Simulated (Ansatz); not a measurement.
# AlP(110)/C(110) interface (114 atoms): repeated cells from small to large, part 2 of 2

How do plane waves and support functions scale when AlP(110)/C(110) interface (114 atoms) is repeated?

Ansatz 0.2.0; Kohn-Sham DFT, PBE, PAW (set soft_2), plane waves.

The cell: 12 Al, 12 P and 90 C. The host structure and its lattice constant were typed by rule, without a check against the phase diagram. Beside vacuum, support functions can miss their usual error bounds without a warning. The main run has no spin polarisation.

So far. Step 3 (Plane waves, 114 atoms): The energy lies 32.4 meV/atom above the dense-mesh reference. Step 4 (Support functions, 114 atoms): The energy lies 29.2 meV/atom above the dense-mesh reference, and 3.3 meV/atom below plane waves of the same size, an offset between the two bases that leaves the sampling error alike.

## 5. Plane waves, 228 atoms

The cell is repeated and solved at Γ in plane waves, whose cost grows towards the cube of the size.

This step: Kohn-Sham DFT, PBE, PAW (set soft_2), plane waves (Ansatz 0.2.0).

The input, input.yaml:

```yaml
crystal:
  lattice:
    - [10.8135, 0.0, 0.0]
    - [0.0, 7.6463, 0.0]
    - [0.0, 0.0, 22.67673]
  atoms:
    [... the 114 atom lines of step 2 ...]
  supercell: [1, 2, 1]
kpoints:
  mp_grid: { grid: [1, 1, 1] }
hamiltonian:
  xc: pbe
scf:
  occupations: { method: gaussian, width: 0.025 }
output:
  forces: true
```

The run is started by

```console
$ ansatz run input.yaml --threads 4 --pin off --max-ram 8192MiB --backend cpu --events-out ev --progress --plain --runs-dir out
```

Numbers of over 12 decimals in the logs are rounded to 6 here.

Log:

```text
[...]
Crystal: 228 atoms, lattice volume = 3749.972 Å³
Basis set: ecut = 420 eV, 73193 PW (Γ), exchange–correlation on 150×216×320 points (8 copies of the dense FFT grid, shifted against one another)
Bands: 684, of which v1, the nominal top of the filled ones, is band 456 counted from 1 (455 counted from 0)
Symmetry: 2 space group operations
[...]
k-points: 1
[...]
SCF iter   1: F=—  HF=-76069.149336 eV  |F-HF|=—  |Δ(HF+E_count)|=         —  Δρ=1.84e-2  dr2=1.51e2  ethr=1.77e-3  ⟨swp⟩=8.0  Hψ=3836  notcnv=0  defer=181
[...]
SCF iter   5: F=—  HF=-76064.894985 eV  |F-HF|=—  |Δ(HF+E_count)|=   3.22e-3  Δρ=4.70e-4  dr2=2.90e-2  ethr=2.03e-5  ⟨swp⟩=3.0  Hψ=922  notcnv=0  defer=61
[...]
SCF iter  12: F=—  HF=-76064.893859 eV  |F-HF|=—  |Δ(HF+E_count)|=   3.09e-7  Δρ=1.32e-6  dr2=1.18e-7  ethr=6.05e-11  ⟨swp⟩=3.0  Hψ=826  notcnv=0  defer=61
SCF iter  13: F=-76064.893859 eV  HF=-76064.893859 eV  |F-HF|=8.25e-9  |Δ(HF+E_count)|=   2.57e-8  Δρ=6.06e-7  dr2=2.48e-8  ethr=1.10e-11  ⟨swp⟩=4.0  Hψ=1779  notcnv=0
SCF 1 converged in 13 iterations: F = -76064.893859 eV  dr2 = 2.48e-8
[...]
SCF converged after 13 iterations
Free energy (F): -76064.893859 eV
[...]
Internal energy: -76064.875450 eV  (E = F + TS)
E sigma→0 (E₀):  -76064.884655 eV
Entropy (-TS):   -0.018409 eV (-0.081 meV/atom)
Fermi energy:    2.819842 eV
[...]
Σ components = -76064.893859   (vs F -76064.893859, Δ=0.00e0)
--- Forces (eV/Å), atoms counted from 1 ---
  atom   1  Al    -0.92444667     0.54380938     1.39401651
  atom   2  P      0.17982629    -0.03977970    -1.24590449
  atom   3  Al     0.03640804     0.28439215    -0.10862000
  atom   4  P      0.10678249    -0.63031614    -0.37207830
  atom   5  Al     0.84217400    -0.60001722     1.27422371
  atom   6  P      0.14978846    -0.13252846     1.56321008
  [... forces on the other 222 atoms ...]
  max |Σ_I F_I| component: 3.75e-5 eV/Å
```

Run time: 1.7 min. Hardware: 4 threads of Arm Neoverse V1, shared host; peak memory 5.6 GiB; 6.9 min of CPU time.

The program repeats the typed cell 1×2×1 times, 228 atoms in all; totals in the log are those of the whole repeated cell, and force differences are taken after averaging over the copies of each atom.

The energy lies 2.88 meV/atom above the dense-mesh reference.

## 6. Support functions, 228 atoms

The repeated cell is solved at Γ in support functions.

This step: Kohn-Sham DFT, PBE, PAW (set soft_2), localised support functions (medium) (Ansatz 0.2.0).

Edit input.yaml of step 5 so:

```diff
@@ -14,2 +14,5 @@
   occupations: { method: gaussian, width: 0.025 }
+  eigensolver: { kind: { support_functions: { accuracy: medium } } }
+  mixing: { beta: 0.2 }
+  max_iter: 150
 output:
```

Log:

```text
[...]
Crystal: 228 atoms, lattice volume = 3749.972 Å³
Basis set: ecut = 420 eV, 73193 PW (Γ), exchange–correlation on 150×216×320 points (8 copies of the dense FFT grid, shifted against one another)
Bands: 548, of which v1, the nominal top of the filled ones, is band 456 counted from 1 (455 counted from 0)
Symmetry: 1 space group operations
k-points: 1
[...]
SCF iter   1: F=—  HF=-76049.114004 eV  |F-HF|=—  |Δ(HF+E_count)|=         —  Δρ=7.33e-2  dr2=7.45e2  ethr=1.00e-1
[...]
SCF iter  28: F=—  HF=-76065.611319 eV  |F-HF|=—  |Δ(HF+E_count)|=   6.81e-5  Δρ=8.05e-6  dr2=7.63e-6  ethr=1.11e-9  κ⁻¹=5.0e-5(r=7)
SCF iter  29: F=-76065.611597 eV  HF=-76065.611525 eV  |F-HF|=7.14e-5  |Δ(HF+E_count)|=   2.06e-4  Δρ=4.79e-6  dr2=1.87e-6  ethr=8.37e-10
SCF 1 converged in 29 iterations: F = -76065.633435 eV  dr2 = 1.87e-6
[...]
SCF converged after 29 iterations
[...]
Free energy (F): -76065.633435 eV
[...]
Internal energy: -76065.615128 eV  (E = F + TS)
E sigma→0 (E₀):  -76065.624281 eV
Entropy (-TS):   -0.018307 eV (-0.080 meV/atom)
Fermi energy:    2.819719 eV
[...]
Σ components = -76065.633435   (vs F -76065.633435, Δ=0.00e0)
--- Forces (eV/Å), atoms counted from 1 ---
  atom   1  Al    -0.92448475     0.54361717     1.39394861
  atom   2  P      0.17982888    -0.03976787    -1.24573552
  atom   3  Al     0.03657656     0.28417877    -0.10859424
  atom   4  P      0.10683884    -0.63025620    -0.37265389
  atom   5  Al     0.84219731    -0.60042340     1.27389562
  atom   6  P      0.15005790    -0.13295582     1.56374369
  [... forces on the other 222 atoms ...]
  max |Σ_I F_I| component: 2.14e-2 eV/Å
--- Band table (eV) ---
[... left out ...]
[...]
```

Run time: 7.1 min. Hardware: 4 threads; peak memory 5.7 GiB; 28 min of CPU time.

The program repeats the typed cell 1×2×1 times, 228 atoms in all; totals in the log are those of the whole repeated cell, and force differences are taken after averaging over the copies of each atom.

The energy lies 0.359 meV/atom below the dense-mesh reference, and 3.2 meV/atom below plane waves of the same size, an offset between the two bases that leaves the sampling error alike.

## 7. Cost and error against size

Differences are against the typed cell on a 3×5×1 mesh, which samples like Γ on 1710 atoms (r.m.s. force component 1.56 eV/Å). Every repeated cell is solved at Γ, and forces are averaged over the copies of each atom. Hardware: 4 threads of Arm Neoverse V1, shared host.

| atoms | repeats | basis | Δ force, r.m.s. (meV/Å) | Δ energy (meV/atom) | less plane waves of the same size (meV/atom) | spread among copies (meV/Å) | SCF cycles | time | host memory (GiB) |
| --- | --- | --- | --- | --- | --- | --- | --- | --- | --- |
| 114 | 1×1×1 | plane waves | 189 | 32.4 | - | - | 14 | 24 s | 2.1 |
| 114 | 1×1×1 | support functions | 189 | 29.2 | -3.3 | - | 26 | 2.9 min | 3.2 |
| 228 | 1×2×1 | plane waves | 87.6 | 2.88 | - | 0 | 13 | 1.7 min | 5.6 |
| 228 | 1×2×1 | support functions | 87.5 | -0.359 | -3.2 | 0.027 | 29 | 7.1 min | 5.7 |

## 8. What the reference run shows

With the settings judged, the reference run is read for its physics.

Neighbours are counted within 1.85 Å (C-C), 2.62 Å (C-Al), 2.23 Å (C-P), 2.77 Å (Al-P).

Length of the force by element and coordination:

| element | coordination | atoms | mean length of the force (eV/Å) | spread | least | most |
| --- | --- | --- | --- | --- | --- | --- |
| Al | all | 12 | 1.41 | 0.823 | 0.208 | 3.27 |
| Al | 3 | 4 | 1.66 | 0.113 | 1.51 | 1.79 |
| Al | 4 | 4 | 0.431 | 0.174 | 0.208 | 0.624 |
| Al | 5 | 4 | 2.13 | 0.670 | 1.65 | 3.27 |
| C | all | 90 | 2.64 | 1.29 | 0.626 | 5.29 |
| C | 3 | 25 | 4.29 | 0.601 | 3.02 | 5.29 |
| C | 4 | 63 | 2.00 | 0.848 | 0.626 | 4.69 |
| C | 5 | 2 | 2.17 | 0.264 | 1.91 | 2.43 |
| P | all | 12 | 1.24 | 0.536 | 0.606 | 2.80 |
| P | 3 | 5 | 1.12 | 0.113 | 0.932 | 1.24 |
| P | 4 | 6 | 1.30 | 0.729 | 0.606 | 2.80 |
| P | 6 | 1 | 1.56 | 0 | 1.56 | 1.56 |

Löwdin charges by element and coordination (they lack the spilled electrons, 0.027 e an atom on average):

| element | coordination | atoms | mean charge (e) | spread | least | most |
| --- | --- | --- | --- | --- | --- | --- |
| Al | all | 12 | 0.478 | 0.086 | 0.361 | 0.616 |
| Al | 3 | 4 | 0.539 | 0.0032 | 0.536 | 0.544 |
| Al | 4 | 4 | 0.374 | 0.0081 | 0.361 | 0.382 |
| Al | 5 | 4 | 0.523 | 0.0739 | 0.421 | 0.616 |
| C | all | 90 | -0.0042 | 0.0692 | -0.245 | 0.058 |
| C | 3 | 25 | -0.0234 | 0.0478 | -0.117 | 0.029 |
| C | 4 | 63 | 0.0082 | 0.07 | -0.245 | 0.058 |
| C | 5 | 2 | -0.157 | 8.0e-4 | -0.158 | -0.156 |
| P | all | 12 | -0.186 | 0.271 | -0.435 | 0.306 |
| P | 3 | 5 | -0.312 | 0.226 | -0.435 | 0.141 |
| P | 4 | 6 | -0.163 | 0.224 | -0.322 | 0.235 |
| P | 6 | 1 | 0.306 | 0 | 0.306 | 0.306 |

By region:

| region | atoms | mean length of the force (eV/Å) |
| --- | --- | --- |
| AlP | 24 | 1.32 |
| C | 90 | 2.64 |

Density of states as counts of states in windows of 1 eV (from the Fermi level), total and the larger projections:

| from (eV) | to (eV) | total | C p | AlP | P p | Al p | C s |
| --- | --- | --- | --- | --- | --- | --- | --- |
| -10 | -9 | 17.5 | 8.8 | 5.3 | 0.2 | 1.4 | 3.3 |
| -9 | -8 | 22.9 | 18.2 | 1.0 | 0.4 | 0.2 | 3.6 |
| -8 | -7 | 28.3 | 23.2 | 1.7 | 0.8 | 0.3 | 3.3 |
| -7 | -6 | 35.1 | 29.3 | 2.7 | 1.5 | 0.4 | 2.9 |
| -6 | -5 | 40.3 | 27.3 | 10.8 | 6.0 | 1.1 | 1.9 |
| -5 | -4 | 43.2 | 32.7 | 8.4 | 4.9 | 1.5 | 1.9 |
| -4 | -3 | 33.8 | 20.9 | 11.7 | 7.6 | 3.0 | 0.9 |
| -3 | -2 | 27.5 | 11.5 | 15.2 | 10.4 | 4.0 | 0.5 |
| -2 | -1 | 23.9 | 11.9 | 10.9 | 8.0 | 2.3 | 0.8 |
| -1 | 0 | 29.9 | 20.2 | 6.9 | 5.0 | 1.4 | 2.2 |
| 0 | 1 | 27.7 | 15.1 | 9.6 | 2.8 | 4.8 | 2.3 |
| 1 | 2 | 9.9 | 6.0 | 2.6 | 1.1 | 0.8 | 1.0 |
| 2 | 3 | 10.1 | 2.2 | 6.1 | 1.6 | 2.5 | 0.5 |
| 3 | 4 | 20.5 | 1.3 | 14.5 | 3.3 | 6.7 | 0.7 |
| 4 | 5 | 26.1 | 3.0 | 13.9 | 3.2 | 8.1 | 1.7 |

Between -22 and -10 eV lie 155 more states.

The levels nearest the highest filled one (over half full), pooled over k-points and spins:

| level less the highest filled one (eV) | occupation |
| --- | --- |
| -0.0539 | 2.00 |
| -0.041 | 1.98 |
| -0.0341 | 1.96 |
| -0.0236 | 1.85 |
| -0.0176 | 1.73 |
| 0 | 1.08 |
| 0.012 | 0.563 |
| 0.0183 | 0.351 |
| 0.0231 | 0.227 |
| 0.0243 | 0.203 |
| 0.0248 | 0.193 |
| 0.0409 | 0.027 |

Forces differ by site in this geometry: C atoms with 3 neighbours bear 4.3 eV/Å on average, against 2.0 eV/Å for those with 4. Mean Löwdin charges: Al +0.48, C -0.00, P -0.19 e (they miss 0.69 % of the electrons, so they add up to more than the cell's charge). Within 0.4 eV of the Fermi level the largest share is C p (72 % of the projected weight).

## 9. Results

| Property | Result |
| --- | --- |
| free energy per atom | -333.6208 eV/atom |
| r.m.s. force component | 1.56 eV/Å |
| wall time of the 5 DFT runs | 25 min |

In words: Repeating the cell at Γ samples more k-points: in plane waves the energy difference from the dense mesh goes from 32.4 meV/atom at 114 atoms to 2.88 at 228, and the force difference from 189 to 88 meV/Å. At equal size the support functions lie 3.2 to 3.3 meV/atom below plane waves, likely because their grid holds more waves than 420 eV; no run tests this. At the largest size the support functions' forces differ from the reference by 5.6 % of the r.m.s. force, which holds the difference of sampling between the two as well as that of the basis.

9 levels are partly filled, by over 2 % (on the run's k-points): no clear gap opens at this level. Levels of broken or missing bonds inside a gap of the host would look the same. Forces differ by site in this geometry: C atoms with 3 neighbours bear 4.3 eV/Å on average, against 2.0 eV/Å for those with 4.

**Limits.** The geometry was built by rule, was displaced at random and isn't relaxed at this level: its force components are 1.6 eV/Å r.m.s.

[Logs are printed without paths, hosts, clocks, repeated set-up lines and the standing remarks that a program may print on its own settings, such as how far it seeks lower states.]

[Hosts, paths, dates, database ids (printed as entryN), source tags and the programs' standing remarks are cut or masked in the printed files.]
